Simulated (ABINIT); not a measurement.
# Na2LiScF6 (Fm-3m): RPA correlation energy against the basis, part 2 of 2

Aim: the RPA correlation energy of Na2LiScF6 (Fm-3m) as bands and response cutoff rise.

ABINIT 10.8.3; PBEsol and many-body steps on it, plane waves.

So far. Step 2 (Empty states on the mesh, 2×2×2 mesh, 466 bands): On this mesh the gap is 6.027 eV. Step 3 (RPA energy: 2×2×2 mesh, 100 bands, screening to 43.5 eV): Local fields lower ε∞ by 6 %. On a Γ-centred mesh this coarse the value itself is usually too large, while a short band sum pulls it down.

## 5. RPA energy: 2×2×2 mesh, 288 bands, screening to 108.8 eV

Level of this step: RPA screening on PBEsol, plane waves, norm-conserving pseudopotentials (ABINIT).

run.abi reads:

```
acell 3*1.0 Angstrom
rprim 
  0.000000000000 4.017450000000 4.017450000000
  4.017450000000 0.000000000000 4.017450000000
  4.017450000000 4.017450000000 -0.000000000000
ntypat 4
znucl 11 3 21 9
natom 10
typat 1 1 2 3 4 4 4 4 4 4
xred 
  0.250000000000 0.250000000000 0.250000000000
  0.750000000000 0.750000000000 0.750000000000
  0.500000000000 0.500000000000 0.500000000000
  0.000000000000 -0.000000000000 0.000000000000
  0.250423000000 0.250423000000 0.749577000000
  0.250423000000 0.749577000000 0.749577000000
  0.749577000000 0.749577000000 0.250423000000
  0.250423000000 0.749577000000 0.250423000000
  0.749577000000 0.250423000000 0.749577000000
  0.749577000000 0.250423000000 0.250423000000
pp_dirpath "pseudos"
pseudos "Na.upf, Li.upf, Sc.upf, F.upf"
ecut 38
ngkpt 2 2 2
nshiftk 1
shiftk 0 0 0
kptopt 1
chksymbreak 0
istwfk *1
occopt 1
irdwfk 1
optdriver 3
nband 288
ecuteps 4
inclvkb 2
awtr 1
symchi 1
gwcalctyp 1
nfreqre 0
nfreqim 8
gwrpacorr 1
indata_prefix "in"
outdata_prefix "out"
tmpdata_prefix "tmp"
```

On the command line:

```sh
$ OMP_NUM_THREADS=1 mpirun -n 4 abinit run.abi > log
```

Numbers of over 12 decimals in the logs are rounded to 6 here.

Log:

```text
.Version 10.8.3 of ABINIT. v10.8.2 released Aug 2026.

 Symmetries : space group Fm -3 m (#225); Bravais cF (face-center cubic)
[... echo of the input left out ...]
== DATASET  1 ==================================================================
-   mpi_nproc: 4, omp_nthreads: 1 (-1 if OMP is not activated)

--- !DatasetInfo
iteration_state: {dtset: 1, }
dimensions: {natom: 10, nkpt: 3, mband: 288, nsppol: 1, nspinor: 1, nspden: 1, mpw: 9841, }
cutoff_energies: {ecut:  38.0, pawecutdg:  -1.0, }
[...]
[... chi0 elements left out ...]
  [... further frequencies ...]

 For q-point:  0.000010 0.000020 0.000030
  dielectric constant =   2.0481
  dielectric constant without local fields =   2.2347

  Average fulfillment of the sum rule on Im[epsilon] for q-point    1 :     60.77  [%]
[... wings left out ...]
  q-point number  2        q = ( 0.500000, 0.000000, 0.000000) [r.l.u.]
--------------------------------------------------------------------------------
[... chi0 elements left out ...]
  [... further frequencies ...]

  Average fulfillment of the sum rule on Im[epsilon] for q-point    2 :     64.48  [%]

 [... 1 further q-points ...]
```

Run time: 1.7 min. Hardware: 4 MPI ranks of Arm Neoverse V2, shared host; peak memory 2.2 GiB.

Numbers from this step:

```yaml
eps_infinity_with_local_fields_on_this_mesh_along_the_program_s_q_direction: 2.048
the_same_without_local_fields: 2.235
plasma_frequency: 28.05 eV
plane_waves_in_the_screening_matrix: 331
rpa_correlation_energy: -41.16 eV
```

## 6. RPA energy: 2×2×2 mesh, 424 bands, screening to 144.2 eV

run.abi, as its differences from that of step 5:

```diff
@@ -32,4 +32,4 @@
 optdriver 3
-nband 288
-ecuteps 4
+nband 424
+ecuteps 5.3
 inclvkb 2
```

Log:

```text
.Version 10.8.3 of ABINIT. v10.8.2 released Aug 2026.

 Symmetries : space group Fm -3 m (#225); Bravais cF (face-center cubic)
[... echo of the input left out ...]
== DATASET  1 ==================================================================
-   mpi_nproc: 4, omp_nthreads: 1 (-1 if OMP is not activated)

--- !DatasetInfo
iteration_state: {dtset: 1, }
dimensions: {natom: 10, nkpt: 3, mband: 424, nsppol: 1, nspinor: 1, nspden: 1, mpw: 9841, }
cutoff_energies: {ecut:  38.0, pawecutdg:  -1.0, }
[...]
[... chi0 elements left out ...]
  [... further frequencies ...]

 For q-point:  0.000010 0.000020 0.000030
  dielectric constant =   2.0482
  dielectric constant without local fields =   2.2400

  Average fulfillment of the sum rule on Im[epsilon] for q-point    1 :     70.81  [%]
[... wings left out ...]
  q-point number  2        q = ( 0.500000, 0.000000, 0.000000) [r.l.u.]
--------------------------------------------------------------------------------
[... chi0 elements left out ...]
  [... further frequencies ...]

  Average fulfillment of the sum rule on Im[epsilon] for q-point    2 :     73.90  [%]

 [... 1 further q-points ...]
```

It took 3.8 min on 4 MPI ranks; peak memory 3.4 GiB.

This step gave:

```yaml
eps_infinity_with_local_fields_on_this_mesh_along_the_program_s_q_direction: 2.048
the_same_without_local_fields: 2.24
plasma_frequency: 28.05 eV
plane_waves_in_the_screening_matrix: 531
rpa_correlation_energy: -54.1330 eV
```

## 7. RPA energy: 2×2×2 mesh, 173 bands, screening to 136.1 eV, 14 frequencies

run.abi, as its differences from that of step 6:

```diff
@@ -32,4 +32,4 @@
 optdriver 3
-nband 424
-ecuteps 5.3
+nband 173
+ecuteps 5
 inclvkb 2
@@ -39,3 +39,3 @@
 nfreqre 0
-nfreqim 8
+nfreqim 14
 gwrpacorr 1
```

Log:

```text
.Version 10.8.3 of ABINIT. v10.8.2 released Aug 2026.

 Symmetries : space group Fm -3 m (#225); Bravais cF (face-center cubic)
[... echo of the input left out ...]
== DATASET  1 ==================================================================
-   mpi_nproc: 4, omp_nthreads: 1 (-1 if OMP is not activated)

--- !DatasetInfo
iteration_state: {dtset: 1, }
dimensions: {natom: 10, nkpt: 3, mband: 173, nsppol: 1, nspinor: 1, nspden: 1, mpw: 9841, }
cutoff_energies: {ecut:  38.0, pawecutdg:  -1.0, }
[...]
[... chi0 elements left out ...]
  [... further frequencies ...]

 For q-point:  0.000010 0.000020 0.000030
  dielectric constant =   2.0367
  dielectric constant without local fields =   2.2176

  Average fulfillment of the sum rule on Im[epsilon] for q-point    1 :     44.10  [%]
[... wings left out ...]
  q-point number  2        q = ( 0.500000, 0.000000, 0.000000) [r.l.u.]
--------------------------------------------------------------------------------
[... chi0 elements left out ...]
  [... further frequencies ...]

  Average fulfillment of the sum rule on Im[epsilon] for q-point    2 :     48.79  [%]

 [... 1 further q-points ...]
```

Run time: 94 s. Hardware: 4 MPI ranks; peak memory 2.3 GiB.

This step gave:

```yaml
eps_infinity_with_local_fields_on_this_mesh_along_the_program_s_q_direction: 2.037
the_same_without_local_fields: 2.218
plasma_frequency: 28.05 eV
plane_waves_in_the_screening_matrix: 459
rpa_correlation_energy: -35.19 eV
```

## 8. The rungs together

Times are wall times on 4 MPI ranks of Arm Neoverse V2, shared host, good to a factor of about two.

```
bands  cutoff (eV)  plane waves  frequencies  E_c (eV/atom)     time
  100         43.5           65            8         -1.040     22 s
  173         70.7          169            8         -2.546     48 s
  288        108.8          331            8         -4.116  1.7 min
  424        144.2          531            8         -5.413  3.8 min
  173        136.1          459           14         -3.519     94 s
```

## 9. Outcome

- 2×2×2 mesh, 100 bands, screening to 43.5 eV: -1.040 eV/atom
- 2×2×2 mesh, 173 bands, screening to 70.7 eV: -2.546 eV/atom
- 2×2×2 mesh, 288 bands, screening to 108.8 eV: -4.116 eV/atom
- 2×2×2 mesh, 424 bands, screening to 144.2 eV: -5.413 eV/atom
- limit by the two highest rungs: -7.88 eV/atom

What this shows: Rows off the diagonal of bands and cutoff are checks and stay out of the ladder. The energy is still falling: −1.297 eV/atom over the last rung. A line in cutoff^(−3/2) puts the limit near -7.88 eV/atom, 46 % beyond the top rung; the pair below gives -5.84, so the estimate is rough. The value holds the valence electrons of these pseudopotentials alone, on one mesh; differences between structures converge far faster than the total.

[Paths, hosts, dates, memory and timing lines, banners, echoed tables and standing remarks are left out of the program output.]

[Logs are printed without paths, hosts, clocks, repeated set-up lines and the standing remarks that a program may print on its own settings, such as how far it seeks lower states.]

[Runs of the session that timed out or met a known fault of the program may be left out.]

[Hosts, paths, dates, database ids (printed as entryN), source tags and the programs' standing remarks are cut or masked in the printed files.]

[G0W0 gaps are taken among the corrected bands and points alone; a level outside them can change the order at an edge.]

[Where Ansatz stands beside ABINIT at settings called matched, ABINIT's density can come from a denser mesh and the files from another edition; pairs whose starting gaps differed by over 0.03 eV were left out, so agreement reads better than it is.]
